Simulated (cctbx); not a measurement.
# A crystallographic session in cctbx: ZnCu4Sb2

Library: cctbx 2025.11. The data are simulated by the first script.

## 1. Simulate the data

run.py:

```python
from cctbx import adptbx, crystal, miller, sgtbx, xray
from cctbx.array_family import flex
from iotbx.shelx import hklf
from scitbx import matrix
import scitbx.random

cs = crystal.symmetry(unit_cell=(4.038, 4.038, 22.675, 90, 90, 120), space_group_symbol='Hall: -R 3 2"')  # R-3m
atoms = [  # label, site, U (iso, or U11 U22 U33 U12 U13 U23 in A^2), occupancy
    ("Sb1", (2/3, 1/3, 0.0828), (0.0028, 0.0028, 0.0025, 0.0014, 0.0000, 0.0000), 1),
    ("Zn1", (0, 0, 0), (0.0040, 0.0040, 0.0040, 0.0020, 0.0000, -0.0000), 1),
    ("Cu1", (1/3, 2/3, 0.1034), (0.0049, 0.0049, 0.0045, 0.0024, -0.0000, 0.0000), 1),
    ("Cu2", (2/3, 1/3, 0.1859), (0.0038, 0.0038, 0.0038, 0.0019, 0.0000, 0.0000), 1),
]
xs = xray.structure(crystal_symmetry=cs)
for label, site, u, occ in atoms:
    u = adptbx.u_cif_as_u_star(cs.unit_cell(), u) if isinstance(u, tuple) else u
    xs.add_scatterer(xray.scatterer(label, site=site, u=u, occupancy=occ))
xs.set_inelastic_form_factors(0.56087, "sasaki")
xs.show_summary()
p1 = xs.expand_to_p1()
ms = miller.build_set(p1, anomalous_flag=True, d_min=0.77)
flex.set_random_seed(618465)
scitbx.random.set_random_seed(618465)
ms = ms.select(flex.random_double(ms.size()) < 0.5)
i = ms.structure_factors_from_scatterers(p1, algorithm="direct").f_calc().as_intensity_array().data()
i = i * 5000 / flex.max(i)
sig = flex.sqrt(i + flex.pow2(0.04 * i) + 2 ** 2)
noise = scitbx.random.variate(scitbx.random.normal_distribution())(i.size())
data = ms.array(data=i + sig * noise, sigmas=sig).set_observation_type_xray_intensity()
with open("data.hkl", "w") as f:
    data.export_as_shelx_hklf(f)
print("reflections written:", data.size(), " <I/sigma> = %.1f" % flex.mean(data.data() / data.sigmas()))
for h, a, b in list(data.sort("data"))[:12]:
    print("%4d%4d%4d %9.1f %7.1f" % (h + (a, b)))
```

```console
$ python run.py
```

```text
Number of scatterers: 4
At special positions: 4
Unit cell: (4.038, 4.038, 22.675, 90, 90, 120)
Space group: R -3 m :H (No. 166)
reflections written: 1467  <I/sigma> = 3.8
   1  -2   0    5011.6   212.1
  -1  -1   0    4921.7   212.1
   3   0   0    2570.2   114.1
   0   3   0    2488.6   114.1
   0  -1  10    2186.1    97.7
  -1   1  10    2012.3    97.7
   1   0   7    2006.5    90.6
   2  -4   0    1984.2    90.9
  -4   2   0    1973.8    90.9
   0   1  -7    1955.2    90.6
  -1   1   7    1920.5    90.6
   1  -1  -7    1912.6    90.6
```

It took 0.24 s on 1 thread of Arm Neoverse V2 (shared host), peak memory 0.07 GiB.

## 2. Refinement (right model, isotropic)

run.py:

```python
import math
from cctbx import adptbx, crystal, maptbx, sgtbx, xray
from cctbx.array_family import flex
from cctbx.xray import observations
from iotbx.shelx import hklf
from scitbx.lstbx import normal_eqns_solving
from smtbx import absolute_structure, utils
from smtbx.refinement import constraints, least_squares

cs = crystal.symmetry(unit_cell=(4.038, 4.038, 22.675, 90, 90, 120), space_group_symbol='Hall: -R 3 2"')  # R-3m
atoms = [  # label, site, U (iso, or U11 U22 U33 U12 U13 U23 in A^2), occupancy
    ("Sb1", (2/3, 1/3, 0.082), 0.0200, 1),
    ("Zn1", (0, 0, 0), 0.0200, 1),
    ("Cu1", (1/3, 2/3, 0.1045), 0.0200, 1),
    ("Cu2", (2/3, 1/3, 0.1863), 0.0200, 1),
]
xs = xray.structure(crystal_symmetry=cs)
for label, site, u, occ in atoms:
    u = adptbx.u_cif_as_u_star(cs.unit_cell(), u) if isinstance(u, tuple) else u
    xs.add_scatterer(xray.scatterer(label, site=site, u=u, occupancy=occ))
xs.set_inelastic_form_factors(0.56087, "sasaki")
raw = hklf.reader(file_name="data.hkl").as_miller_arrays(crystal_symmetry=cs, anomalous=True)[0]
merged = raw.eliminate_sys_absent().merge_equivalents()
fo2 = merged.array().set_observation_type_xray_intensity()
print("Rint %.3f, %d unique reflections to %.2f A" % (merged.r_int(), fo2.size(), fo2.d_min()))
for sc in xs.scatterers():
    sc.flags.set_grad_site(True)
    sc.flags.set_grad_u_aniso(sc.flags.use_u_aniso())
    sc.flags.set_grad_u_iso(sc.flags.use_u_iso())
obs = fo2.as_xray_observations()
extra = {}
rep = constraints.reparametrisation(xs, [], utils.connectivity_table(xs), **extra)
ls = least_squares.crystallographic_ls(obs, rep, weighting_scheme=least_squares.mainstream_shelx_weighting(a=0, b=0))
print("cycle     R1     wR2    GooF  max shift (A)")
for cycle in range(8):
    ls.build_up()
    r1, wr2, goof = ls.r1_factor(cutoff_factor=2)[0], ls.wR2(), ls.goof()
    old = xs.sites_cart()
    normal_eqns_solving.levenberg_marquardt_iterations(ls, n_max_iterations=3, tau=1e-06, step_threshold=1e-7)
    big = flex.max((xs.sites_cart() - old).norms())
    print("%4d %7.4f %7.4f %7.3f %9.5f" % (cycle + 1, r1, wr2, goof, big))
    ls.build_up(objective_only=True)
    if abs(ls.wR2() - wr2) < 5e-5 and big < 5e-4:
        break
ls.build_up()
print("final R1 %.4f wR2 %.4f GooF %.3f  parameters %d  data/parameter %.1f" % (ls.r1_factor(cutoff_factor=2)[0], ls.wR2(), ls.goof(), ls.n_parameters, fo2.size() / ls.n_parameters))
cov = ls.covariance_matrix_and_annotations()
su = dict(zip(cov.annotations, (math.sqrt(max(v, 0)) for v in cov.matrix.matrix_packed_u_diagonal())))
a2 = cs.unit_cell().reciprocal_parameters()[0] ** -2
print("atom        x        y        z      Ueq    occ   su(xyz)  su(Uiso or U11)")
for sc in xs.scatterers():
    s = max(su.get(sc.label + k, 0) for k in (".x", ".y", ".z"))
    npd = "" if sc.is_positive_definite_u(cs.unit_cell()) else "  NPD"
    print("%-5s %8.5f %8.5f %8.5f %8.4f %6.3f %8.5f %7.4f%s" % ((sc.label,) + sc.site + (sc.u_iso_or_equiv(cs.unit_cell()), sc.occupancy, s, su.get(sc.label + ".uiso", su.get(sc.label + ".u11", 0) * a2), npd)))
fo = fo2.f_sq_as_f()
fc = fo.structure_factors_from_scatterers(xs, algorithm="direct").f_calc()
diff = fo.f_obs_minus_f_calc(1 / math.sqrt(ls.scale_factor()), fc).average_bijvoet_mates()
m = diff.fft_map(symmetry_flags=maptbx.use_space_group_symmetry, resolution_factor=0.25).apply_volume_scaling()
print("difference map: max %.2f min %.2f rms %.2f" % (m.statistics().max(), m.statistics().min(), m.statistics().sigma()))
peaks = m.peak_search(parameters=maptbx.peak_search_parameters(min_distance_sym_equiv=0.6, max_clusters=6)).all()
near = xs.closest_distances(peaks.sites(), distance_cutoff=4)
sps = cs.special_position_settings(min_distance_sym_equiv=0.5)
for k, (x, h) in enumerate(zip(peaks.sites(), peaks.heights())):
    ss = sps.site_symmetry(x)
    print("Q%-3d %7.4f %7.4f %7.4f %4d %7.2f  %.2f A from %s" % ((k + 1,) + tuple(t % 1 for t in ss.exact_site()) + (ss.multiplicity(), h, near.smallest_distances[k], xs.scatterers()[near.i_seqs[k]].label)))
```

```console
$ python run.py
```

```text
Rint 0.040, 117 unique reflections to 0.77 A
cycle     R1     wR2    GooF  max shift (A)
   1  0.1391  0.3034   7.774   0.02393
   2  0.0162  0.0369   0.945   0.00000
final R1 0.0162 wR2 0.0369 GooF 0.945  parameters 7  data/parameter 16.7
atom        x        y        z      Ueq    occ   su(xyz)  su(Uiso or U11)
Sb1    0.66667  0.33333  0.08279   0.0026  1.000  0.00003  0.0002
Zn1    0.00000  0.00000  0.00000   0.0041  1.000  0.00000  0.0003
Cu1    0.33333  0.66667  0.10344   0.0047  1.000  0.00005  0.0003
Cu2    0.66667  0.33333  0.18600   0.0039  1.000  0.00005  0.0003
difference map: max 0.85 min -1.14 rms 0.25
Q1    0.0848  0.1696  0.3765   18    0.85  1.49 A from Cu1
Q2    0.0000  0.0000  0.0543    6    0.72  1.23 A from Zn1
Q3    0.0818  0.1637  0.0982   18    0.67  1.25 A from Cu2
Q4    0.0000  0.0000  0.3667    6    0.65  1.59 A from Cu1
Q5    0.1081  0.5540  0.8146   18    0.62  0.79 A from Cu2
Q6    0.0035  0.2738  0.6833   36    0.60  1.52 A from Zn1
```

Time: 0.38 s.

## 3. Refinement (right model, anisotropic)

run.py, as its changes from the last script of this kind:

```diff
@@ -12,4 +12,4 @@
-    ("Sb1", (2/3, 1/3, 0.082), 0.0200, 1),
-    ("Zn1", (0, 0, 0), 0.0200, 1),
-    ("Cu1", (1/3, 2/3, 0.1045), 0.0200, 1),
-    ("Cu2", (2/3, 1/3, 0.1863), 0.0200, 1),
+    ("Sb1", (2/3, 1/3, 0.08279), 0.0030, 1),
+    ("Zn1", (0, 0, 0), 0.0041, 1),
+    ("Cu1", (1/3, 2/3, 0.10344), 0.0047, 1),
+    ("Cu2", (2/3, 1/3, 0.186), 0.0039, 1),
@@ -21,0 +22 @@
+xs.convert_to_anisotropic()
```

```console
$ python run.py
```

```text
Rint 0.040, 117 unique reflections to 0.77 A
cycle     R1     wR2    GooF  max shift (A)
   1  0.0169  0.0380   0.991   0.00016
   2  0.0163  0.0366   0.955   0.00000
final R1 0.0163 wR2 0.0366 GooF 0.955  parameters 11  data/parameter 10.6
atom        x        y        z      Ueq    occ   su(xyz)  su(Uiso or U11)
Sb1    0.66667  0.33333  0.08278   0.0026  1.000  0.00003  0.0002
Zn1    0.00000  0.00000  0.00000   0.0040  1.000  0.00000  0.0004
Cu1    0.33333  0.66667  0.10344   0.0047  1.000  0.00005  0.0004
Cu2    0.66667  0.33333  0.18600   0.0040  1.000  0.00005  0.0004
difference map: max 0.86 min -1.17 rms 0.25
Q1    0.0853  0.1707  0.3768   18    0.86  1.49 A from Cu1
Q2    0.0000  0.0000  0.0536    6    0.70  1.22 A from Zn1
Q3    0.0819  0.1638  0.0970   18    0.65  1.28 A from Cu2
Q4    0.0000  0.0000  0.3667    6    0.64  1.59 A from Cu1
Q5    0.0000  0.4072  0.0000   18    0.62  1.64 A from Zn1
Q6    0.0473  0.2464  0.8004   36    0.61  1.47 A from Sb1
```

Time: 0.37 s.

## 4. Refinement

run.py, as its changes from the last script of this kind:

```diff
@@ -13 +13 @@
-    ("Zn1", (0, 0, 0), 0.0041, 1),
+    ("Mg1", (0, 0, 0), 0.0041, 1),
@@ -36 +36 @@
-for cycle in range(8):
+for cycle in range(12):
```

```console
$ python run.py
```

```text
Rint 0.040, 117 unique reflections to 0.77 A
cycle     R1     wR2    GooF  max shift (A)
   1  0.2277  0.4437  11.584   0.00000
final R1 0.2277 wR2 0.4437 GooF 11.584  parameters 11  data/parameter 10.6
atom        x        y        z      Ueq    occ   su(xyz)  su(Uiso or U11)
Sb1    0.66667  0.33333  0.08279   0.0030  1.000  0.00042  0.0034
Mg1    0.00000  0.00000  0.00000   0.0041  1.000  0.00000  0.0178
Cu1    0.33333  0.66667  0.10344   0.0047  1.000  0.00088  0.0053
Cu2    0.66667  0.33333  0.18600   0.0039  1.000  0.00080  0.0052
difference map: max 83.39 min -12.15 rms 3.14
Q1    0.0000  0.0000  0.0000    3   83.39  0.00 A from Mg1
Q2    0.0000  0.0000  0.2486    6   17.87  0.04 A from Sb1
Q3    0.0000  0.0000  0.4329    6   12.46  0.09 A from Cu1
Q4    0.0000  0.0000  0.4008    6   10.23  0.82 A from Cu1
Q5    0.0000  0.0000  0.5000    3    8.06  1.43 A from Cu1
Q6    0.0000  0.0000  0.1436    6    7.24  0.08 A from Cu2
```

Time: 0.35 s.

This run holds a fault made on purpose: wrong element: Mg1 is Zn.

## 5. Refinement

run.py, as its changes from the last script of this kind:

```diff
@@ -13 +13 @@
-    ("Mg1", (0, 0, 0), 0.0041, 1),
+    ("Ge1", (0, 0, 0), 0.0041, 1),
```

```console
$ python run.py
```

```text
Rint 0.040, 117 unique reflections to 0.77 A
cycle     R1     wR2    GooF  max shift (A)
   1  0.0313  0.0784   2.046   0.00049
   2  0.0176  0.0413   1.078   0.00000
final R1 0.0176 wR2 0.0413 GooF 1.078  parameters 11  data/parameter 10.6
atom        x        y        z      Ueq    occ   su(xyz)  su(Uiso or U11)
Sb1    0.66667  0.33333  0.08277   0.0023  1.000  0.00003  0.0003
Ge1    0.00000  0.00000  0.00000   0.0086  1.000  0.00000  0.0005
Cu1    0.33333  0.66667  0.10345   0.0044  1.000  0.00006  0.0004
Cu2    0.66667  0.33333  0.18600   0.0036  1.000  0.00006  0.0004
difference map: max 0.84 min -1.29 rms 0.27
Q1    0.0000  0.0000  0.0504    6    0.84  1.14 A from Ge1
Q2    0.0000  0.0000  0.2370    6    0.81  0.31 A from Sb1
Q3    0.0846  0.1692  0.3765   18    0.80  1.49 A from Cu1
Q4    0.0747  0.1495  0.6366   18    0.79  1.74 A from Cu1
Q5    0.0000  0.5000  0.0000    9    0.71  2.02 A from Ge1
Q6    0.1006  0.2012  0.1483   18    0.68  0.70 A from Cu2
```

Time: 0.36 s.

This run holds a fault made on purpose: wrong element: Ge1 is Zn.

## 6. Refinement

run.py, as its changes from the last script of this kind:

```diff
@@ -13,3 +13,3 @@
-    ("Ge1", (0, 0, 0), 0.0041, 1),
-    ("Cu1", (1/3, 2/3, 0.10344), 0.0047, 1),
-    ("Cu2", (2/3, 1/3, 0.186), 0.0039, 1),
+    ("Cu1", (0, 0, 0), 0.0041, 1),
+    ("Cu2", (1/3, 2/3, 0.10344), 0.0047, 1),
+    ("Zn1", (2/3, 1/3, 0.186), 0.0039, 1),
```

```console
$ python run.py
```

```text
Rint 0.040, 117 unique reflections to 0.77 A
cycle     R1     wR2    GooF  max shift (A)
   1  0.0300  0.0743   1.939   0.00017
   2  0.0175  0.0417   1.090   0.00000
final R1 0.0175 wR2 0.0417 GooF 1.090  parameters 11  data/parameter 10.6
atom        x        y        z      Ueq    occ   su(xyz)  su(Uiso or U11)
Sb1    0.66667  0.33333  0.08280   0.0026  1.000  0.00003  0.0003
Cu1    0.00000  0.00000  0.00000   0.0013  1.000  0.00000  0.0005
Cu2    0.33333  0.66667  0.10344   0.0048  1.000  0.00006  0.0004
Zn1    0.66667  0.33333  0.18601   0.0066  1.000  0.00006  0.0004
difference map: max 0.88 min -1.22 rms 0.27
Q1    0.0837  0.1674  0.3754   18    0.88  1.51 A from Cu2
Q2    0.0000  0.0000  0.0000    3    0.80  0.00 A from Cu1
Q3    0.0000  0.0000  0.3199    6    0.71  1.57 A from Sb1
Q4    0.0600  0.5300  0.8190   18    0.71  0.96 A from Zn1
Q5    0.0842  0.1684  0.1048   18    0.69  1.13 A from Zn1
Q6    0.0000  0.3964  0.0000   18    0.65  1.60 A from Cu1
```

Run time: 0.36 s on 1 thread of Arm Neoverse V2, on a shared host, peak memory 0.09 GiB.

This run holds a fault made on purpose: elements exchanged: Zn1 is Cu and Cu1 is Zn.

[Logs are printed without paths, hosts, clocks, repeated set-up lines and the standing remarks that a program may print on its own settings, such as how far it seeks lower states.]
